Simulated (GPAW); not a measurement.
Entries from a set of simulations; values are calculated unless marked as measured.

## A GW chain in GPAW: ZnBr2 (R-3m)

It takes space group R-3m (No. 166, trigonal). The conventional cell has a = 3.809 Å, b = 3.809 Å, c = 22.056 Å, α = 90.00°, β = 90.00°, γ = 120.00°. Zn has 6 Br at 2.65 Å nearest. Br has 3 Zn at 2.65 Å nearest. Farther neighbours and most contacts between anions are not listed.

```yaml
method: DFT, LDA, plane waves, PAW (and 1 further level or step)
program: GPAW 26.7.0
settings_of_one_run: cutoff 600 eV, GPAW PAW setups 1.2.1 data release, 4×4×4 k-mesh, nbands 219
cost: 3 runs, 9.1 min in all on 4 MPI ranks of Arm Neoverse V2, shared host (the runs of this entry)
notes: The cell and positions are those that the Materials Project relaxed with its own functionals (PBE, PBE+U or r2SCAN), kept fixed. Limits: no spin-orbit coupling. Only 2 of the mesh’s irreducible points were corrected, so a valley elsewhere could overtake. Bands and cutoff are finite, so the gap is not at the basis limit. The miss can reach some tenths of an eV and take either sign; the mesh is an error of its own.
lda_gap: 2.98 eV, indirect (only 48 meV under the direct gap)
g0w0_gap_on_the_mesh: 5.06 eV
g0w0_gap_over_the_zone_rigid_shift: 5.02 eV
gw_settings: 4×4×4 mesh, 97 bands, screening to 60 eV, Godby-Needs plasmon pole
known_limits: not at the basis limit; no spin-orbit coupling
```

G0W0 moves the gap on the mesh from 3.02 eV to 5.06 eV (+2.04 eV), with Z of 0.80 and 0.83 at the edges. The mesh misses the band edges by 0.04 eV in all; a rigid shift gives 5.02 eV for the zone.

[Paths, hosts, dates, memory and timing lines, banners, echoed tables and standing remarks are left out of the program output.]

[Logs are printed without paths, hosts, clocks, repeated set-up lines and the standing remarks that a program may print on its own settings, such as how far it seeks lower states.]

[Runs of the session that timed out or met a known fault of the program may be left out.]

[Hosts, paths, dates, database ids (printed as entryN), source tags and the programs' standing remarks are cut or masked in the printed files.]
